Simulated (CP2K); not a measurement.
The C K edge of methylcyclopropane was computed by TDDFT (CP2K XAS_TDP, aug-cc-pVDZ, TDA) at these levels: PBE, PBEh(45%) and PBEh(45%) + GW2X. The first three lines of C1 (bonded to C and 3 H) with a strength over 0.0015, energy in eV and strength:

```tsv
run	first	second	third
1	290.01 (0.006)	290.60 (0.016)	290.74 (0.018)
2	283.64 (0.007)	284.24 (0.016)	284.37 (0.018)
3	270.01 (0.003)	270.14 (0.003)	272.52 (0.009)
```

Which run is which?

Run 1: PBEh(45%) + GW2X (45 % exact exchange). Run 2: PBEh(45%) (45 % exact exchange). Run 3: PBE (0 % exact exchange). Self-interaction lifts the core level, so the uncorrected lines rise with the share of exact exchange. The GW2X run keeps the spacings of its parent: 0.59 eV between the first two lines in run 1, 0.60 eV in run 2. Its shift is +6.37 eV, since the Kohn–Sham level at this share of exchange lies that far above the quasiparticle level.

[Banner, clock and machine lines of the logs are left out without a mark of their own.]

[Logs are printed without paths, hosts, clocks, repeated set-up lines and the standing remarks that a program may print on its own settings, such as how far it seeks lower states.]

[Hosts, paths, dates, database ids (printed as entryN), source tags and the programs' standing remarks are cut or masked in the printed files.]
